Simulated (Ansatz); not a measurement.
# Sr on Fe(110): change of the work function, part 4 of 4

How does one ordered layer of Sr (top site) change the work function of Fe(110), and what dipole does each adsorbate carry?

Ansatz 0.2.0; plane-wave DFT, RPBE, Ansatz PAW.

So far, work function, upper face (eV): step 2 (the clean slab) 4.58; step 3 (the covered slab) 2.41; step 5 (the slab at 0.25 ML, atoms frozen) 2.41; step 6 (the substrate of the 0.25 ML cell alone) 4.54; step 7 (the adsorbate layer of the 0.25 ML cell alone) 2.43.

## 9. Varying the input

This step: plane-wave DFT, RPBE, Ansatz PAW (Ansatz 0.2.0).

System of this step: Sr/Fe(110). The cell holds 17 atoms: 16 Fe and 1 Sr. Cell: a = 4.971 Å, b = 4.971 Å, c = 27.534 Å, α = 90.0°, β = 90.0°, γ = 70.5°. Vacuum lies along c.

An input spoilt on purpose, to show how the run answers: it repeats the earlier run at 0.25 ML with efield.amplitude to 1.5, and scf.max_iter set to 75; its output block differs too.

Input file input.yaml:

```yaml
crystal:
  lattice:
    - [4.058792924, -2.87, 0.0]
    - [4.058792924, 2.87, 0.0]
    - [0.0, 0.0, 27.5340446927]
  atoms:
    - { symbol: Fe, position: [0.0, 0.0, 0.3268680683], spin: 2.7 }
    - { symbol: Fe, position: [0.25, 0.25, 0.4005730573], spin: 2.49 }
    - { symbol: Fe, position: [0.0, 0.0, 0.475130557], spin: 2.48 }
    - { symbol: Fe, position: [0.25, 0.25, 0.5484317637], spin: 2.69 }
    - { symbol: Fe, position: [0.0, 0.5, 0.3268680683], spin: 2.7 }
    - { symbol: Fe, position: [0.25, 0.75, 0.4005730573], spin: 2.49 }
    - { symbol: Fe, position: [0.0, 0.5, 0.475130557], spin: 2.48 }
    - { symbol: Fe, position: [0.25, 0.75, 0.5484317637], spin: 2.69 }
    - { symbol: Fe, position: [0.5, 0.0, 0.3268680683], spin: 2.7 }
    - { symbol: Fe, position: [0.75, 0.25, 0.4005730573], spin: 2.49 }
    - { symbol: Fe, position: [0.5, 0.0, 0.475130557], spin: 2.48 }
    - { symbol: Fe, position: [0.75, 0.25, 0.5484317637], spin: 2.69 }
    - { symbol: Fe, position: [0.5, 0.5, 0.3268680683], spin: 2.7 }
    - { symbol: Fe, position: [0.75, 0.75, 0.4005730573], spin: 2.49 }
    - { symbol: Fe, position: [0.5, 0.5, 0.475130557], spin: 2.48 }
    - { symbol: Fe, position: [0.75, 0.75, 0.5484317637], spin: 2.69 }
    - { symbol: Sr, position: [0.25, 0.25, 0.6731319317] }
magnetization:
  spin_polarized: true
kpoints:
  mp_grid: { grid: [7, 7, 1] }
hamiltonian:
  xc: rpbe
scf:
  occupations: { method: fermi_dirac, width: 0.1 }
  convergence: { dr2_threshold: 1.0e-08 }
  max_iter: 75
efield:
  axis: 3
  dipole_correction: true
  ramp_position: 0.97
  ramp_width: 0.06
  amplitude: 1.5
relax:
  f_tol: 0.02
  max_steps: 60
  constraints: [{ sites: [0, 1, 4, 5, 8, 9, 12, 13] }]
output:
  bader: true
  dos: { projected: true, e_range: [-8, 4] }
  write_potential: true
  write_density: true
  volumetric_format: npy
```

On the command line:

```bash
$ ansatz run input.yaml --threads 4 --pin off --max-ram 12288MiB --backend cpu --events-out ev --progress --plain --runs-dir out
```

Numbers of over 12 decimals in the logs are rounded to 6 here.

Output:

```text
The last accepted step is kept in <dir> (removed where the run ends without a failure and the disk answers)
Engine: ansatz 0.2.0, aarch64-unknown-linux-gnu
Pseudopotentials: kind: paw
Pseudopotential: Fe, paw, valence charge 16, recommended cutoff 420 eV (normal), Fe.paw.azcp
Pseudopotential: Sr, paw, valence charge 10, recommended cutoff 420 eV (normal), Sr.paw.azcp
Functional definition: RPBE
  parameter kappa = 0.804
  parameter beta = 0.066725
  exchange = rpbe_x(kappa = kappa, mu = beta*pi^2/3)
  correlation = pbe_c(beta = beta)
Crystal: 17 atoms, lattice volume = 641.474 Å³
Basis set: ecut = 420 eV, 12581 PW (Γ), exchange–correlation on 72×72×384 points (8 copies of the dense FFT grid, shifted against one another)
Bands: 185, of which v1, the nominal top of the filled ones, is band 133 counted from 1 (132 counted from 0)
Symmetry: 4 space group operations
k-points: 16 of 49
Non-local potential: Fe, projectors of the file, l = 0: 3, l = 1: 2, l = 2: 3, l = 3: 1
Non-local potential: Sr, projectors of the file, l = 0: 3, l = 1: 2, l = 2: 2
PAW form: soft (Blöchl's): semilocal exchange-correlation on the pseudo side does not see the compensation charge
PAW frozen core: Fe, regenerated for the run's functional, and the local potential with it (the file was generated under x = pbe(κ = 0.804, μ = 0.219515), c = pbe(β = 0.066725))
PAW frozen core: Sr, regenerated for the run's functional, and the local potential with it (the file was generated under x = pbe(κ = 0.804, μ = 0.219515), c = pbe(β = 0.066725))
PAW one-centre angular grid: Fe, 590 points (default); XC on 64 Gauss nodes
PAW one-centre angular grid: Sr, 110 points (default); XC on 64 Gauss nodes
Initial density: superposition of atomic densities (neutral atoms: chi_scale 0, normalization atom, screened)
Starting moments: Σ|m| = 41.44 μB on 16 of 17 sites
Initial wavefunctions: pseudopotential atomic-orbital guess
Functional: x = rpbe, c = pbe(β = 0.066725)
SCF iter   1: F=—  HF=-75312.266372 eV  |F-HF|=—  |Δ(HF+E_count)|=         —  Δρ=3.59e-2 (↑1.13e-2 ↓3.59e-2)  dr2=8.58e1  dr2_m=2.00e0  M=40.148 μB ∫|m|=40.748 μB  β_m=1.00  ethr=3.10e-3  p=2.819 e·Å  D=7.95e-1 V/Å  ΔV_dip=-21.89 eV  dr2_dipole=1.53e-1  V_vac-E_F(+/−)=16.48/5.76 eV  ⟨swp⟩=11.3  Hψ=34692  notcnv=0  defer=381
Mixer restart at iter 1: flushing history
efield: sawtooth ramp at fractional position 0.9700 (set: `efield.ramp_position`, or a place that a band, a saddle search or an elastic batch's reference lends), width 0.0600; the density the first Hamiltonian is built on has a dipole p = 2.819 e·Å; the dipole correction subtracts the counter field D = 7.95e-1 V/Å, which shifts the + side's vacuum level by -21.89 eV against the − side's; the planar-averaged density in the ramp window peaks in size at 5.1e-3 e/Å³
[...]
SCF 1 converged in 22 iterations: F = -75312.224906 eV  dr2 = 2.74e-9
[... from here on, the SCF cycles and remarks between the steps are left out ...]
relax step   1: F+E_penalty+E_count = -75312.22490573 eV  Δ(F+E_penalty+E_count) = +0.000e0 eV  max|allowed force component| = 8.990e-1 eV/Å  Δτ_max = 0.0000 Å  (22 SCF iters, accepted)
[...]
Starting moments: Σ|m| = 41.44 μB on 16 of 17 sites; this step starts from the density that it was given
[...]
efield: sawtooth ramp at fractional position 0.9700 (set: `efield.ramp_position`, or a place that a band, a saddle search or an elastic batch's reference lends), width 0.0600; the density the first Hamiltonian is built on has a dipole p = 2.924 e·Å; the dipole correction subtracts the counter field D = 8.25e-1 V/Å, which shifts the + side's vacuum level by -22.71 eV against the − side's; the planar-averaged density in the ramp window peaks in size at 2.7e-4 e/Å³
eigensolver tolerance schedule calibrated: the retry pair's looser diagonalisation under-reported the residual by θ = 0.24 (0.11/decade); ethr = c·dr2/N_el runs at the constant in force after the calibration composes with the one it found (an armed cap, an earlier calibration), c = 8.8e-2
[...]
spin=Collinear: LDOS preconditioning applied to the charge; magnetization (m = ρ↑ − ρ↓) channel mixes plain (no charge-response kernel on spin).
[...]
WARN: efield: at this solve's end the planar-averaged density reaches 2.70e-4 e/Å³ inside the ramp window [0.9337, 0.1664] (bound 1e-5 e/Å³), and -3.11e-5 e/Å³ on another of its planes; by the running means of the window's planes the mean density over a ramp is at most 2.65e-4 e/Å³, which is held to the bound (the quickstart, § The vacuum guard, A window that rings); the window's nearer edge stands 4.42 Å from this solve's nearest atom along the axis. Its free energy, forces, stress, dipole, levels and responses can be off, and this figure does not tell by how much. The cell may have no vacuum along `efield.axis`. [rest of the remark cut]
SCF 2 converged in 14 iterations: F = -75312.390816 eV  dr2 = 6.29e-9
relax step   2: F+E_penalty+E_count = -75312.39081581 eV  Δ(F+E_penalty+E_count) = -1.659e-1 eV  max|allowed force component| = 9.228e-1 eV/Å  Δτ_max = 0.1483 Å  (14 SCF iters, accepted)
[...]
efield: sawtooth ramp at fractional position 0.9700 (set: `efield.ramp_position`, or a place that a band, a saddle search or an elastic batch's reference lends), width 0.0600; the density the first Hamiltonian is built on has a dipole p = 2.907 e·Å; the dipole correction subtracts the counter field D = 8.20e-1 V/Å, which shifts the + side's vacuum level by -22.58 eV against the − side's; the planar-averaged density in the ramp window peaks in size at 2.8e-4 e/Å³
[...]
spin=Collinear: LDOS preconditioning applied to the charge; magnetization (m = ρ↑ − ρ↓) channel mixes plain (no charge-response kernel on spin).
```

Elapsed: 10 min, on 4 threads of Arm Neoverse V1, shared host; peak memory 4 GiB.

The run was cut off at its time limit.

The fault put into the input: a field far too strong.

## 10. Varying the input

System of this step: Fe(110). The cell holds 4 atoms: 4 Fe. Cell: a = 2.485 Å, b = 2.485 Å, c = 24.088 Å, α = 90.0°, β = 90.0°, γ = 70.5°. Vacuum lies along c.

Another changed input: it repeats the earlier run at 0 ML with scf.mixing.preconditioner to kerker_dos and accuracy to medium.

Input file input.yaml:

```yaml
crystal:
  lattice:
    - [2.029396462, -1.435, 0.0]
    - [2.029396462, 1.435, 0.0]
    - [0.0, 0.0, 24.088189386]
  atoms:
    - { symbol: Fe, position: [0.0, 0.0, 0.3736270857], spin: 2.5 }
    - { symbol: Fe, position: [0.5, 0.5, 0.4578756952], spin: 2.5 }
    - { symbol: Fe, position: [0.0, 0.0, 0.5421243048], spin: 2.5 }
    - { symbol: Fe, position: [0.5, 0.5, 0.6263729143], spin: 2.5 }
magnetization:
  spin_polarized: true
kpoints:
  mp_grid: { grid: [13, 13, 1] }
hamiltonian:
  xc: rpbe
scf:
  occupations: { method: fermi_dirac, width: 0.1 }
  convergence: { dr2_threshold: 1.0e-08 }
  mixing: { preconditioner: kerker_dos }
efield:
  axis: 3
  dipole_correction: true
  ramp_position: 0.97
  ramp_width: 0.06
relax:
  f_tol: 0.02
  max_steps: 60
  constraints: [{ sites: [0, 1] }]
output:
  write_potential: true
  write_density: true
  volumetric_format: npy
accuracy: medium
```

Output:

```text
[...]
Crystal: 4 atoms, lattice volume = 140.298 Å³
Basis set: ecut = 420 eV, 2715 PW (Γ), exchange–correlation on 36×36×324 points (8 copies of the dense FFT grid, shifted against one another)
Bands: 45, of which v1, the nominal top of the filled ones, is band 32 counted from 1 (31 counted from 0)
Symmetry: 4 space group operations
k-points: 49 of 169
[...]
Starting moments: Σ|m| = 10 μB on 4 of 4 sites
[...]
spin=Collinear: DOS-adaptive Kerker preconditioning applied to the charge; magnetization (m = ρ↑ − ρ↓) channel mixes plain (no charge-response kernel on spin).
SCF iter   1: F=—  HF=-17938.601866 eV  |F-HF|=—  |Δ(HF+E_count)|=         —  Δρ=4.17e-2 (↑1.37e-2 ↓4.17e-2)  dr2=8.29e0  dr2_m=5.50e-1  M=9.790 μB ∫|m|=9.900 μB  β_m=1.00  ethr=3.10e-3  p=0.000 e·Å  D=4.69e-13 V/Å  ΔV_dip=-0.00 eV  dr2_dipole=2.91e-9  V_vac-E_F(+/−)=7.44/7.44 eV  ⟨swp⟩=11.3  Hψ=23294  notcnv=0  defer=48
[...]
SCF iter  65: F=—  HF=-17939.572482 eV  |F-HF|=—  |Δ(HF+E_count)|=   4.60e-8  Δρ=5.61e-7 (↑5.61e-7 ↓4.98e-7)  dr2=5.17e-9  dr2_m=2.35e-11  M=10.297 μB ∫|m|=10.780 μB  ethr=1.14e-11  p=-0.000 e·Å  D=-1.15e-6 V/Å  ΔV_dip=0.00 eV  dr2_dipole=1.88e-12  V_vac-E_F(+/−)=4.58/4.58 eV  ⟨swp⟩=7.0  Hψ=23782  notcnv=0
[...]
iteration 65: the SCF's residuals had fallen too slowly under its mixing. It goes on by minimising its free energy, and can end on another state than longer mixing would; under `scf.algorithm: density_mixing` no SCF does so, but by `scf.convergence.dm_fallback`
SCF iter  66: F=—  HF=-17939.572483 eV  |F-HF|=—  |Δ(HF+E_count)|=   4.25e-7  Δρ=9.40e-7 (↑9.01e-7 ↓9.40e-7)  dr2=7.86e-9  dr2_m=1.09e-10  M=10.297 μB ∫|m|=10.780 μB  ethr=8.07e-12  p=0.000 e·Å  D=1.87e-6 V/Å  ΔV_dip=-0.00 eV  dr2_dipole=1.12e-10  V_vac-E_F(+/−)=4.58/4.58 eV  ⟨swp⟩=7.0  Hψ=33753  notcnv=0
[...]
SCF iter  68: F=-17939.572483 eV  HF=-17939.572483 eV  |F-HF|=3.35e-10  |Δ(HF+E_count)|=  3.64e-12  Δρ=2.34e-7 (↑2.34e-7 ↓2.12e-7)  dr2=2.59e-10  dr2_m=3.31e-12  M=10.297 μB ∫|m|=10.780 μB  ethr=1.00e-12  p=0.000 e·Å  D=3.21e-7 V/Å  ΔV_dip=-0.00 eV  dr2_dipole=1.65e-13  V_vac-E_F(+/−)=4.58/4.58 eV  ⟨swp⟩=5.8  Hψ=24000  notcnv=0
SCF 1 converged in 68 iterations: F = -17939.572483 eV  dr2 = 2.59e-10
[...]
relax step   1: F+E_penalty+E_count = -17939.57248289 eV  Δ(F+E_penalty+E_count) = +0.000e0 eV  max|allowed force component| = 1.614e-1 eV/Å  Δτ_max = 0.0000 Å  (68 SCF iters, accepted)
[...]
SCF iter  37: F=-17939.573648 eV  HF=-17939.573648 eV  |F-HF|=1.82e-9  |Δ(HF+E_count)|=  4.33e-10  Δρ=7.40e-7 (↑3.91e-7 ↓7.40e-7)  dr2=5.15e-9  dr2_m=5.61e-11  M=10.306 μB ∫|m|=10.790 μB  ethr=1.00e-12  p=0.000 e·Å  D=5.89e-5 V/Å  ΔV_dip=-0.00 eV  dr2_dipole=4.42e-10  V_vac-E_F(+/−)=4.58/4.58 eV  ⟨swp⟩=6.8  Hψ=18376  notcnv=0
SCF 2 converged in 37 iterations: F = -17939.573648 eV  dr2 = 5.15e-9
[...]
relax step   2: F+E_penalty+E_count = -17939.57364821 eV  Δ(F+E_penalty+E_count) = -1.165e-3 eV  max|allowed force component| = 8.413e-2 eV/Å  Δτ_max = 0.0115 Å  (37 SCF iters, accepted)
[...]
SCF iter   1: F=—  HF=-17939.573921 eV  |F-HF|=—  |Δ(HF+E_count)|=         —  Δρ=8.47e-4 (↑5.34e-4 ↓8.47e-4)  dr2=1.57e-3  dr2_m=4.87e-4  M=10.309 μB ∫|m|=10.795 μB  β_m=1.00  ethr=2.59e-5  p=0.000 e·Å  D=5.85e-5 V/Å  ΔV_dip=-0.00 eV  dr2_dipole=3.29e-4  V_vac-E_F(+/−)=4.59/4.59 eV  ⟨swp⟩=3.4  Hψ=9286  notcnv=0  defer=207
[...]
SCF iter  25: F=-17939.574077 eV  HF=-17939.574077 eV  |F-HF|=2.49e-7  |Δ(HF+E_count)|=   4.30e-8  Δρ=1.04e-6 (↑6.69e-7 ↓1.04e-6)  dr2=5.56e-9  dr2_m=1.62e-10  M=10.313 μB ∫|m|=10.798 μB  ethr=3.30e-12  p=0.000 e·Å  D=8.19e-5 V/Å  ΔV_dip=-0.00 eV  dr2_dipole=2.98e-9  V_vac-E_F(+/−)=4.58/4.58 eV  ⟨swp⟩=6.8  Hψ=23145  notcnv=0
SCF 3 converged in 25 iterations: F = -17939.574077 eV  dr2 = 5.56e-9
relax step   3: F+E_penalty+E_count = -17939.57407694 eV  Δ(F+E_penalty+E_count) = -4.287e-4 eV  max|allowed force component| = 8.900e-4 eV/Å  Δτ_max = 0.0120 Å  (25 SCF iters, accepted)
[...]
SCF converged after 25 iterations
Stability not checked: this state was not tested for a lower state beside it, because the mixer in use, unlike msr1, does not test its closes by its own steps (another_mixer; see scf.mixing.algorithm and scf.lower_state_search)
Magnetization: 10.3130 μB (37.1565 up, 26.8435 down)
Absolute magnetization: 10.7986 μB (∫|ρ↑−ρ↓|, with the PAW one-centre terms)
[...]
Per-site moments (μB) at R_I (Å): [(2.696686, 1.025266), (2.491153, 1.025266), (2.484874, 1.021526), (2.689856, 1.021526)]
Free energy (F): -17939.574077 eV
[...]
Internal energy: -17939.426787 eV  (E = F + TS)
E sigma→0 (E₀):  -17939.500432 eV
Entropy (-TS):   -0.147290 eV (-36.823 meV/atom)
Fermi energy:    3.097218 eV
Dipole field:    D = 0.000170 V/Å  (p = 0.000131 e·Å, saw-weighted, corrected)
Work function:   Φ+ = 4.5818 eV   Φ− = 4.5858 eV
[...]
--- Forces (eV/Å), atoms counted from 1 ---
  atom   1  Fe     0.00000000     0.00000000     0.05188749
  atom   2  Fe     0.00000000     0.00000000    -0.05233745
  atom   3  Fe     0.00000000     0.00000000     0.00089001
  atom   4  Fe     0.00000000     0.00000000    -0.00044116
  max |Σ_I F_I| component: 1.12e-6 eV/Å
--- Band table (eV; the first three rows and the last of 98) ---
  k-point 0 ↑: bands = [... 28 lower, 1.4560, 1.7177, 1.8231, 1.8544, 1.8582, 1.8905, 1.8934, 1.9965, ... 9 higher]
  k-point 1 ↑: bands = [... 28 lower, 1.5152, 1.5683, 1.7032, 1.7562, 1.8368, 1.8720, 1.9056, 1.9605, ... 9 higher]
  k-point 2 ↑: bands = [... 28 lower, 1.2695, 1.4331, 1.6667, 1.6846, 1.8380, 1.8616, 1.9042, 1.9349, ... 9 higher]
  k-point 48 ↓: bands = [... 28 lower, 4.4820, 4.5532, 4.6466, 5.1962, 5.3075, 5.5029, 5.5864, 5.6154, ... 9 higher]
--- Relaxed structure (3 steps of the walk, 3 accepted, 0 SCFs on fresh bases) ---
  F+E_penalty+E_count = -17939.57407694 eV   max|allowed force component| = 8.900e-4 eV/Å
  atoms:
    - { symbol: Fe, position: [0.0, 0.0, 0.373627] }
    - { symbol: Fe, position: [0.5, 0.5, 0.457876] }
    - { symbol: Fe, position: [0.0, 0.0, 0.543099] }
    - { symbol: Fe, position: [0.5, 0.5, 0.626886] }
```

Run time: 3.3 min. Hardware: 4 threads; peak memory 1.5 GiB; 13 min of CPU time.

The steps of the relaxation:

```tsv
step	energy less that of the first step (eV)	largest force component (eV/Å)
1	0.0000	0.1614
2	-0.0012	0.0841
3	-0.0016	0.0009
```

The run keeps the 4 symmetry operations that it works with, so distortions that break them were not tested.

The atoms that moved most (Å):

```tsv
atom	dx	dy	dz	length
Fe3	0.000	0.000	0.023	0.023
Fe4	0.000	0.000	0.012	0.012
```

Final coordinates:

```cif
data_structure
_symmetry_space_group_name_H-M 'P 1'
_symmetry_Int_Tables_number 1
_cell_length_a 2.4855
_cell_length_b 2.4855
_cell_length_c 24.0882
_cell_angle_alpha 90.000
_cell_angle_beta 90.000
_cell_angle_gamma 70.529
_cell_volume 140.30
loop_
_atom_site_label
_atom_site_type_symbol
_atom_site_fract_x
_atom_site_fract_y
_atom_site_fract_z
_atom_site_occupancy
Fe1 Fe 0.00000 0.00000 0.37363 1
Fe2 Fe 0.50000 0.50000 0.45788 1
Fe3 Fe 0.00000 0.00000 0.54310 1
Fe4 Fe 0.50000 0.50000 0.62689 1
```

Numbers from this step:

* energy at zero smearing: -17939.5004 eV
* total moment: 10.31 μB
* work function, upper face: 4.582 eV
* dipole along the normal: 1.31e-4 e·Å

```tsv
quantity	this run	earlier run	difference
work function, upper face (eV)	4.582	4.582	5.4e-5
dipole along the normal (e·Å)	1.31e-4	1.36e-4	-4.9e-6
total moment (μB)	10.31	10.31	1.6e-6
```

Nothing in the table moves by 0.01 in its unit (for the dipole 0.5 % and 5e-5 e·Å). The run took 130 SCF cycles against 39.

From the first step to the last the energy fell by 0.002 eV, and the largest move was 0.023 Å (Fe3).

## 11. Outcome

```yaml
work_function_of_the_clean_face: 4.58 eV
work_function_at_0p25_ml: 2.41 eV
dipole_per_adsorbate_at_0p25_ml_positive_end_outwards: 1.34 D
step_of_the_potential_from_the_moved_charge_at_0p25_ml_upper_less_lower_side_atoms_held: -2.12 eV
```

In words: Sr lowers the work function of Fe(110) at the lowest coverage, by 2.17 eV: the adsorbate layer has its positive end outwards. One coverage alone was completed, so no trend follows. The slab has 4 layers, at the tabulated experimental lattice constant, one starting site was run, and quantum-size effects of a slab this thin can reach one or two tenths of an eV. The magnetic order is the one reached from the typed start; other orders were not compared.

[Logs are printed without paths, hosts, clocks, repeated set-up lines and the standing remarks that a program may print on its own settings, such as how far it seeks lower states.]

[Hosts, paths, dates, database ids (printed as entryN), source tags and the programs' standing remarks are cut or masked in the printed files.]

[Maps of the electrostatic potential energy from Ansatz leave out the sawtooth potential of an applied field or a dipole correction, so their vacuum need not be flat; planar profiles and work functions include it.]
